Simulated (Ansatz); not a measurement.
# SnO2 (P4_2/mnm):Ca_Sn, thermodynamic levels from a 72-atom cell

Aim: at which Fermi levels does Ca_Sn in SnO2 (P4_2/mnm) change its charge? The model is a cell of 72 host atoms with 1 Sn taken out and 1 Ca put in.

Method: place-levels on r2SCAN runs: charge-transition levels and formation energies with image-charge correction and potential alignment at the atomic sites; PAW set soft_1, in Ansatz 0.2.0.

**What experiment says.**

“Tunable Transparent Conductors Based on SnO2: Theoretical and Experimental Studies of Codoping” (2024, pmc:11656248) quotes from earlier work for SnO2, rutile (undoped SnO2, value from earlier experiment): band gap (band gap of undoped SnO2, quoted experimental value) about 3.6 eV [Literature value quoted in passing in the theory part as a benchmark; sample form …].

## 1. The starting structure

The cell holds 72 atoms: 23 Sn, 48 O and 1 Ca. Its edges and angles: a = 9.516 Å, b = 9.516 Å, c = 9.602 Å, α = 90.0°, β = 90.0°, γ = 90.0°. It derives from SnO2 (space group P4_2/mnm). Nearest the centre at fractional (0.500, 0.500, 0.667): Ca68 at 0.00 Å, O71 at 2.06 Å, O18 at 2.06 Å, O28 at 2.07 Å, O45 at 2.07 Å, O34 at 2.07 Å, O51 at 2.07 Å, Sn62 at 3.20 Å.

As a file:

```xyz
72
Lattice="9.5155 0.0000 0.0000 0.0000 9.5155 0.0000 0.0000 0.0000 9.6020" Properties=species:S:1:pos:R:3 pbc="T T T"
Sn    2.3789    2.3789    1.6003
Sn    0.0000    0.0000    0.0000
O     0.9233    3.8345    1.6003
O     3.8345    0.9233    1.6003
O     1.4556    1.4556    0.0000
O     3.3022    3.3022    0.0000
Sn    2.3789    2.3789    4.8010
Sn    0.0000    0.0000    3.2007
O     0.9233    3.8345    4.8010
O     3.8345    0.9233    4.8010
O     1.4556    1.4556    3.2007
O     3.3022    3.3022    3.2007
Sn    2.3789    2.3789    8.0017
Sn    0.0000    0.0000    6.4014
O     0.9233    3.8345    8.0017
O     3.8345    0.9233    8.0017
O     1.4556    1.4556    6.4014
O     3.3022    3.3022    6.4014
Sn    2.3789    7.1366    1.6003
Sn    0.0000    4.7578    0.0000
O     0.9233    8.5922    1.6003
O     3.8345    5.6810    1.6003
O     1.4556    6.2134    0.0000
O     3.3022    8.0599    0.0000
Sn    2.3789    7.1366    4.8010
Sn    0.0000    4.7578    3.2007
O     0.9233    8.5922    4.8010
O     3.8345    5.6810    4.8010
O     1.4556    6.2134    3.2007
O     3.3022    8.0599    3.2007
Sn    2.3789    7.1366    8.0017
Sn    0.0000    4.7578    6.4014
O     0.9233    8.5922    8.0017
O     3.8345    5.6810    8.0017
O     1.4556    6.2134    6.4014
O     3.3022    8.0599    6.4014
Sn    7.1366    2.3789    1.6003
Sn    4.7578    0.0000    0.0000
O     5.6810    3.8345    1.6003
O     8.5922    0.9233    1.6003
O     6.2134    1.4556    0.0000
O     8.0599    3.3022    0.0000
Sn    7.1366    2.3789    4.8010
Sn    4.7578    0.0000    3.2007
O     5.6810    3.8345    4.8010
O     8.5922    0.9233    4.8010
O     6.2134    1.4556    3.2007
O     8.0599    3.3022    3.2007
Sn    7.1366    2.3789    8.0017
Sn    4.7578    0.0000    6.4014
O     5.6810    3.8345    8.0017
O     8.5922    0.9233    8.0017
O     6.2134    1.4556    6.4014
O     8.0599    3.3022    6.4014
Sn    7.1366    7.1366    1.6003
Sn    4.7578    4.7578    0.0000
O     5.6810    8.5922    1.6003
O     8.5922    5.6810    1.6003
O     6.2134    6.2134    0.0000
O     8.0599    8.0599    0.0000
Sn    7.1366    7.1366    4.8010
Sn    4.7578    4.7578    3.2007
O     5.6810    8.5922    4.8010
O     8.5922    5.6810    4.8010
O     6.2134    6.2134    3.2007
O     8.0599    8.0599    3.2007
Sn    7.1366    7.1366    8.0017
Ca    4.7578    4.7578    6.4014
O     5.6810    8.5922    8.0017
O     8.5922    5.6810    8.0017
O     6.2134    6.2134    6.4014
O     8.0599    8.0599    6.4014
```

Known beforehand: the electronic dielectric constant, (4.60, 4.60, 4.91), and the static one, (13.48, 13.48, 10.42), from a response run on this crystal (DFPT, PBEsol) at that run's own cell.

The cell's shortest repeat is 9.5 Å.

## 2. Charge states

A transition level is the Fermi level at which two charge states cost the same, so each charge needs its own total energy, at its own relaxed structure.

Random displacements of about 0.05 Å break the site symmetry at the start, so that the relaxation can reach a distorted minimum if there is one. Forces are taken at one point at (¼, ¼, ¼). The cell holds 2 electrons more than the neutral one, with a uniform background that keeps it neutral on the whole.

The sampling was tested on the host first: at the k-points planned (1x1x1 shifted 0.25 0.25 0.25) its energy lies 0.000 eV an atom from the dense-mesh value, under the bound of 0.02 eV set for this test; that bounds the host's error, not the defect's.

One state's input; the others differ in charge, spin, start and seed, and in occupations where the table says so.

qm2.relax/input.yaml reads:

```yaml
crystal:
  lattice:
    - [4.75775154, 0.0, 0.0]
    - [0.0, 4.75775154, 0.0]
    - [0.0, 0.0, 3.20068146]
  atoms:
    - { symbol: Sn, position: [0.5, 0.5, 0.5] }
    - { symbol: Sn, position: [0.0, 0.0, 0.0] }
    - { symbol: O, position: [0.19405723, 0.80594277, 0.5] }
    - { symbol: O, position: [0.80594277, 0.19405723, 0.5] }
    - { symbol: O, position: [0.30594277, 0.30594277, 0.0] }
    - { symbol: O, position: [0.69405723, 0.69405723, 0.0] }
  supercell: [2, 2, 3]
  defects: [{ substitution: { at: 67, symbol: Ca } }]
total_charge: -2
basis:
  ecutwfc: 500
  xc_grid: 2
hamiltonian:
  xc: r2scan
  pseudopotentials: { kind: paw, azcp: { folder: soft_1 } }
kpoints:
  mp_grid: { grid: [1, 1, 1], shift: [0.25, 0.25, 0.25] }
scf:
  occupations: { method: fixed }
  max_iter: 80
output:
  forces: true
  charged_corrections: { epsilon: [4.6, 4.6, 4.91], static_epsilon: [13.48, 13.48, 10.42] }
relax:
  f_tol: 0.02
  max_steps: 80
  random_displacement: { amplitude: 0.05, seed: 2109 }
checkpoint:
  write: "../qm2.relax.run"
  compress: false
  write_wavefunctions: true
  write_every: 100000
```

Command:

```
> ansatz run input.yaml --threads 8 --pin off --max-ram 15073MiB --backend cpu --events-out ev --progress --plain --runs-dir out
```

The relaxed structure is kept and the sampling changed to a 2×2×2 shifted mesh.

The run of this state that the levels use, under r2SCAN:

qm2.point/input.yaml reads:

```yaml
crystal:
  checkpoint: "../qm2.relax.run"
  host: checkpoint
total_charge: -2
basis:
  ecutwfc: 500
  xc_grid: 2
hamiltonian:
  xc: r2scan
  pseudopotentials: { kind: paw, azcp: { folder: soft_1 } }
kpoints:
  mp_grid: { grid: [2, 2, 2], shift: [0.5, 0.5, 0.5] }
scf:
  occupations: { method: fermi_dirac, width: 0.01 }
  max_iter: 80
output:
  forces: true
  eigenvalues: true
  charged_corrections:
    epsilon: [4.6, 4.6, 4.91]
    static_epsilon: [13.48, 13.48, 10.42]
    defect_position: [0.5, 0.5, 0.666667]
  eigenstates: { localisation: true }
  populations: true
  band_densities: [{ bands: [v1, v1] }, { bands: [c1, c1] }]
  write_density: true
  write_potential: true
  volumetric_format: npy
checkpoint:
  read: "../qm2.relax.run"
  write: "../qm2.point.run"
  compress: false
  write_wavefunctions: false
  write_every: 100000
```

Relaxations under r2SCAN at one point at (¼, ¼, ¼); times on 8 threads of Arm Neoverse V1, shared host:

```csv
charge,moment (μB),occupations,outcome,steps,largest displacement against the far atoms (Å),time
−2,0,fixed,converged,5,0.18,97 s
−1,1,fixed,converged,5,0.18,4.7 min
0,0,fixed,converged,5,0.18,2 min
0,2,fixed,converged,8,0.19,7.6 min
```

Single points under r2SCAN at a 2×2×2 shifted mesh; times on 8 threads of Arm Neoverse V1, shared host:

| charge | moment (μB) | occupations | outcome | time |
| --- | --- | --- | --- | --- |
| −2 | 0 | fermi-dirac | converged | 1.7 min |
| −1 | 1 | fermi-dirac | converged | 4.5 min |
| 0 | 0 | fermi-dirac | converged | 2.1 min |
| 0 | 2 | fermi-dirac | converged | 6.3 min |

Distances (Å) from Ca68 to the nearest atoms after relaxation with r2SCAN:

```csv
charge,moment (μB),1.,2.,3.,4.,5.,6.
−2,0,O 2.19,O 2.19,O 2.24,O 2.24,O 2.24,O 2.24
−1,1,O 2.19,O 2.19,O 2.24,O 2.24,O 2.24,O 2.24
0,0,O 2.19,O 2.19,O 2.24,O 2.24,O 2.24,O 2.24
0,2,O 2.19,O 2.19,O 2.25,O 2.25,O 2.25,O 2.25
```

## 3. Placing the levels, r2SCAN

A charged cell interacts with its images and the background, and its potential has another zero than the host's. place-levels removes the first by a point-charge model, screened by the static dielectric constant since the ions have relaxed around the charge, and the second by comparing potentials at atoms far from the defect.

The host is a run of the defect-free crystal in the same cutoffs, grids and k-points, so that basis and sampling errors cancel in part in the differences. The host is run in a cell of 6 atoms on a matching mesh. Its band edges are searched through the zone by a band path, so the gap is smaller than, or equal to, that on the mesh. Chemical potentials are energies per atom of Sn (alpha-Sn (diamond)) and Ca (fcc), run with the same functional and cutoff.

levels.point.yaml reads:

```yaml
host:
  run: host.point.run
states: [qm2.point.run, qm1_M1.point.run, q0.point.run, q0_M2.point.run]
geometry_from:
  qm2.point.run: qm2.relax.run
  qm1_M1.point.run: qm1_M1.relax.run
  q0.point.run: q0.relax.run
  q0_M2.point.run: q0_M2.relax.run
  host.point.run: host.relax.run
chemical_potentials:
  Sn:
    energy: -6038.703821
    dataset: <sha256 of the dataset>
  Ca:
    energy: -1821.671293
    dataset: <sha256 of the dataset>
epsilon: [4.6, 4.6, 4.91]
static_epsilon: [13.48, 13.48, 10.42]
vertical:
  - { from: qm2.point.run, to: qm2.point_neutral.run }
  - { from: qm1_M1.point.run, to: qm1_M1.point_neutral.run }
```

Command:

```
> ansatz place-levels levels.point.yaml -- --threads 8 --pin off --max-ram 15073MiB
```

Numbers of over 12 decimals in the logs are rounded to 6 here.

The program printed:

```text
[... repeated set-up lines and file paths are left out, and long positions are rounded to six places ...]
(0/-1) 0.023 eV above the valence edge, 1.772 eV under the conduction edge
(-1/-2) 0.439 eV above the valence edge, 1.357 eV under the conduction edge
formation energy of charge 0: +2.458 eV with the Fermi level at the valence edge
formation energy of charge -1: +2.481 eV with the Fermi level at the valence edge
formation energy of charge -2: +2.920 eV with the Fermi level at the valence edge
vertical -2 to 0: no energy, since no alignment is typed
  the change from vertical[0].from (qm2.point.run) to vertical[0].to (qm2.point_neutral.run): by its potential at epsilon [4.6, 4.6, 4.91] it stands at 0.501 0.500 0.667, with an rms radius of about 5.4 Å (2.9 2.9 3.5 Å across the planes of the cell's [...]
vertical -1 to 0: no energy, since no alignment is typed
  the change from vertical[1].from (qm1_M1.point.run) to vertical[1].to (qm1_M1.point_neutral.run): by its potential at epsilon [4.6, 4.6, 4.91] it stands at 0.500 0.501 0.173, with an rms radius of about 7.0 Å (3.7 3.7 4.6 Å across the planes of the cell's [...]
  edges by r2scan, gap 1.795 eV; the host is sampled to repeats of 26.91 Å
  the defect's cells are sampled to repeats of 26.91 Å, like sampling
  charge 0: +0.000 eV for its dipole among its images, +0.000 omitted
  charge -1: -168002.3697 eV with its correction of +0.327 eV, at epsilon [13.48, 13.48, 10.42], aligned at sites: -0.1549 eV, mean over 37 atomic sites at or beyond 4.76 Å from the defect at [0.5000, 0.5000, 0.6667], with -0.021418 for the charge's moments [...]
  charge -2: -167992.9974 eV with its correction of +0.892 eV, at epsilon [13.48, 13.48, 10.42], aligned at sites: -0.1024 eV, mean over 37 atomic sites at or beyond 4.76 Å from the defect at [0.5000, 0.5000, 0.6667], with -0.030673 for the charge's moments [...]
  charge 0: states[3] (q0_M2.point.run) stands 0.012 eV higher, with a moment of 2.00 μB against 0.00
  states[3] (q0_M2.point.run): levels filled in part (TS 0.003 eV): its energy is of no whole electron's
  of states[1] (qm1_M1.point.run): it parts from the run at its places by a charge that spreads by about 4.6 Å along one vector (1.7 Å or more is wide), by its potential at epsilon [4.6, 4.6, 4.91], taken for that of held ions (one typed too small widens it), [...]
  of states[0] (qm2.point.run): it parts from the run at its places by a charge that spreads by about 3.5 Å along one vector (1.7 Å or more is wide), by its potential at epsilon [4.6, 4.6, 4.91], taken for that of held ions (one typed too small widens it), [...]
  of states[3] (q0_M2.point.run): stability_check_not_made
  of vertical[0].from (qm2.point.run): it parts from the run at its places by a charge that spreads by about 3.5 Å along one vector (1.7 Å or more is wide), by its potential at epsilon [4.6, 4.6, 4.91], taken for that of held ions (one typed too small widens [...]
  of vertical[1].from (qm1_M1.point.run): stability_check_not_made; [...]
```

Run time: 0.44 s. Hardware: 8 threads of Arm Neoverse V1, shared host.

Under r2SCAN the gap is 1.80 eV, (0/−1) 0.02, (−1/−2) 0.44 eV.

Levels between the charges placed, in eV above the valence top:

```
        gap (eV)  (0/−1)  (−1/−2)
r2SCAN      1.80    0.02     0.44
```

Corrections by state:

| charge | moment (μB) | image terms and alignment (eV) | band filling (eV) | ε used | over the lowest of its charge, as the program ranks them, band filling apart (eV) |
| --- | --- | --- | --- | --- | --- |
| 0 | 0.0 | 0.000 | - | - | 0.000 |
| −1 | 1.0 | 0.327 | - | principal values (10.42, 13.48, 13.48) | 0.000 |
| −2 | 0.0 | 0.892 | - | principal values (10.42, 13.48, 13.48) | 0.000 |
| 0 | 2.0 | 0.000 | - | - | 0.012 |

The charged structures listed were also run neutral, and place-levels reads from each pair, by the potential or the spins, how wide the charge is by which they differ; that can be the carrier of either run.

```
charge  rms radius (Å)  spread where it is widest against the cell (Å)  wide from (Å)  reading
    −1             7.0                                            4.62           1.66     wide
    −2             5.4                                            3.49           1.66     wide
```

The neutral runs of these pairs need not share the spin of the lowest neutral state, and very wide values only mean spread over the cell.

From the program's caveats on the states, each cut to its opening words:

- charge −1 (1 μB): it parts from the run at its places by a charge that spreads by about 4.6 Å along one vector (1.7 Å or more is wide), by its potential at epsilon [4.6, 4.6, [...]
- charge −1 (1 μB), 0 (2 μB): flagged: stability check not made
- charge −2: it parts from the run at its places by a charge that spreads by about 3.5 Å along one vector (1.7 Å or more is wide), by its potential at epsilon [4.6, 4.6, [...]
- charge −2: the far atoms show a dipole or second moment of the defect's charge, for which the correction takes or leaves out 0.061 eV: further moments aren't read, and [...]

Chemical potentials of the elements' reference phases, run alike. Formation energy by charge state (elemental references; gap 1.80 eV):

| charge | at valence top (eV) | at conduction bottom (eV) | correction included (eV) |
| --- | --- | --- | --- |
| 0 | 2.46 | 2.46 | 0.00 |
| −1 | 2.48 | 0.69 | 0.33 |
| −2 | 2.92 | -0.67 | 0.89 |

Fermi level (eV), lowest formation energy (eV) and a bar from the least value:
```
     0.00       2.46 ##############################
     0.16       2.32 #############################
     0.33       2.16 ###########################
     0.49       1.94 #########################
     0.65       1.62 ######################
     0.82       1.29 ###################
     0.98       0.96 ################
     1.14       0.63 #############
     1.31       0.31 #########
     1.47      -0.02 ######
     1.63      -0.34 ###
     1.80      -0.67
```

## 4. The same at the relaxations' own k-points

The relaxations' own energies give the levels at their sampling, for comparison.

levels.relax_mesh.yaml reads:

```yaml
host:
  run: host.relax.run
states: [qm2.relax.run, qm1_M1.relax.run, q0.relax.run, q0_M2.relax.run]
chemical_potentials:
  Sn:
    energy: -6038.703821
    dataset: <sha256 of the dataset>
  Ca:
    energy: -1821.671293
    dataset: <sha256 of the dataset>
```

Command:

```
> ansatz place-levels levels.relax_mesh.yaml -- --threads 8 --pin off --max-ram 15073MiB
```

The program printed:

```text
(0/-1) 0.025 eV above the valence edge, 1.771 eV under the conduction edge
(-1/-2) 0.436 eV above the valence edge, 1.359 eV under the conduction edge
formation energy of charge 0: +2.450 eV with the Fermi level at the valence edge
formation energy of charge -1: +2.474 eV with the Fermi level at the valence edge
formation energy of charge -2: +2.910 eV with the Fermi level at the valence edge
  edges by r2scan, gap 1.795 eV; the host is sampled to repeats of 13.46 Å
[... the lines on each state left out ...]
```

Wall time 0.15 s (8 threads).

Levels between neighbouring charges, in eV above the valence top:

|  | gap (eV) | (0/−1) | (−1/−2) |
| --- | --- | --- | --- |
| one point at (¼, ¼, ¼) | 1.80 | 0.02 | 0.44 |
| a 2×2×2 shifted mesh | 1.80 | 0.02 | 0.44 |

Going from one point at (¼, ¼, ¼) to a 2×2×2 shifted mesh moves the levels that carry no band-filling term by up to 0.00 eV and formation energies against the elements by up to 0.01 eV.

## 5. Placing the levels, PBEsol

PBEsol on the same structure is run to see how far the result rests on the functional, though not on the errors that semilocal functionals share; the sampling changes too, to one point at (¼, ¼, ¼), so differences hold both changes.

qm2.pbesol/input.yaml reads:

```yaml
crystal:
  checkpoint: "../qm2.relax.run"
  host: checkpoint
total_charge: -2
basis:
  ecutwfc: 420
  xc_grid: 2
hamiltonian:
  xc: pbesol
  pseudopotentials: { kind: paw, azcp: { folder: soft_1 }, xc_functional: pbe }
kpoints:
  mp_grid: { grid: [1, 1, 1], shift: [0.25, 0.25, 0.25] }
scf:
  occupations: { method: fermi_dirac, width: 0.01 }
  max_iter: 80
output:
  forces: true
  eigenvalues: true
  charged_corrections:
    epsilon: [4.6, 4.6, 4.91]
    static_epsilon: [13.48, 13.48, 10.42]
    defect_position: [0.5, 0.5, 0.666667]
checkpoint:
  write: "../qm2.pbesol.run"
  compress: false
  write_wavefunctions: false
  write_every: 100000
```

Wall time 18 s (8 threads); peak memory 1.9 GiB; 2.2 min of CPU time.

levels.pbesol.yaml reads:

```yaml
host:
  run: host.pbesol.run
states: [qm2.pbesol.run, qm1_M1.pbesol.run, q0.pbesol.run, q0_M2.pbesol.run]
geometry_from:
  qm2.pbesol.run: qm2.relax.run
  qm1_M1.pbesol.run: qm1_M1.relax.run
  q0.pbesol.run: q0.relax.run
  q0_M2.pbesol.run: q0_M2.relax.run
  host.pbesol.run: host.relax.run
chemical_potentials:
  Sn:
    energy: -5949.821898
    dataset: <sha256 of the dataset>
  Ca:
    energy: -1793.732186
    dataset: <sha256 of the dataset>
```

Command:

```
> ansatz place-levels levels.pbesol.yaml -- --threads 8 --pin off --max-ram 15073MiB
```

The program printed:

```text
(0/-1) 0.027 eV above the valence edge, 0.982 eV under the conduction edge
(-1/-2) 0.358 eV above the valence edge, 0.651 eV under the conduction edge
formation energy of charge 0: +1.952 eV with the Fermi level at the valence edge
formation energy of charge -1: +1.978 eV with the Fermi level at the valence edge
formation energy of charge -2: +2.337 eV with the Fermi level at the valence edge
  edges by pbesol, gap 1.009 eV; the host is sampled to repeats of 13.46 Å
[... the lines on each state left out ...]
```

The job ended after 0.26 s (8 threads).

Under PBEsol the gap is 1.01 eV, (0/−1) 0.03, (−1/−2) 0.36 eV.

## 6. Side by side

Levels between neighbouring charges, in eV above each run's own valence top:

|  | gap (eV) | (0/−1) | (−1/−2) | CPU time a state at this stage (restarts are quicker than cold starts) |
| --- | --- | --- | --- | --- |
| r2SCAN, 2×2×2 shifted mesh | 1.80 | 0.02 | 0.44 | 29 min |
| PBEsol on r2SCAN structures, (¼, ¼, ¼) | 1.01 | 0.03 | 0.36 | 4.6 min |

## 7. What came out

```json
{
  "gap of the host": "1.80 eV (r2SCAN)",
  "level (0/minus 1)": "0.02 eV above the valence top",
  "level (minus 1/minus 2)": "0.44 eV above the valence top",
  "lowest of the charges placed, just above the valence top (0.02 eV)": "0",
  "lowest of the charges placed, just below the conduction bottom (0.02 eV)": "−2",
  "lowest formation energy at mid-gap of the charges run, elemental references": "1.12 eV"
}
```

What this shows: Of the charges placed (−2, −1 and 0), the lowest changes at 0.02 eV (0/−1) and 0.44 eV (−1/−2) above the valence top, in a gap of 1.80 eV. (0/−1) and (−1/−2) lie nearer to a band edge than the share of the finite-size correction in them (0.33 and 0.57 eV), and that correction holds for a localised charge alone. (0/−1) lies 0.02 eV from a band edge, less than the doubt on such levels. Charges above 0 and below −2 were not placed, so these runs say nothing of levels that involve them. States placed: 0 at 0 μB and 2 μB; −1 at 1 μB; −2 at 0 μB. Other spin states or structures, where not listed, weren't placed. Ca is taken at its element; compounds, which aren't counted here, bound the chemical potentials and would shift these formation energies. Going from one point at (¼, ¼, ¼) to a 2×2×2 shifted mesh moves the levels that carry no band-filling term by up to 0.00 eV and formation energies against the elements by up to 0.01 eV. Keep in mind: r2SCAN makes the gap too small and tends to spread out bound carriers; where a gas molecule sets a chemical potential or the host's formation energy, its binding is uncorrected; spin–orbit coupling, which can matter with heavy atoms, is left out.

Comparison with the measured values:

```
                             quantity  measured           PBEsol           r2SCAN
band gap (least gap of the host) (eV)       3.6  1.01 (-2.59 eV)  1.80 (-1.80 eV)
```

Measured values from pmc:11656248 (2024).

How well it matches: For the band gap, of the levels listed nearest comes r2SCAN (-1.80 eV) and farthest PBEsol (-2.59 eV). Local and semilocal functionals usually give gaps below the measured ones. Spin-orbit coupling, left out here, can change the gap with such heavy elements. Zero-point and thermal motion shift the measured gap.

[Logs are printed without paths, hosts, clocks, repeated set-up lines and the standing remarks that a program may print on its own settings, such as how far it seeks lower states.]

[Hosts, paths, dates, database ids (printed as entryN), source tags and the programs' standing remarks are cut or masked in the printed files.]

[Where a table of states has a column of steps, it counts the stored structures, which are thinned; the runs took as many ionic steps or more.]

[A defect's name tells the site on which it was built; relaxed atoms can leave that site.]

[For some hosts the program warned that the k-mesh of the response run may be too coarse for force constants and the static dielectric constant; such warnings are not shown here.]
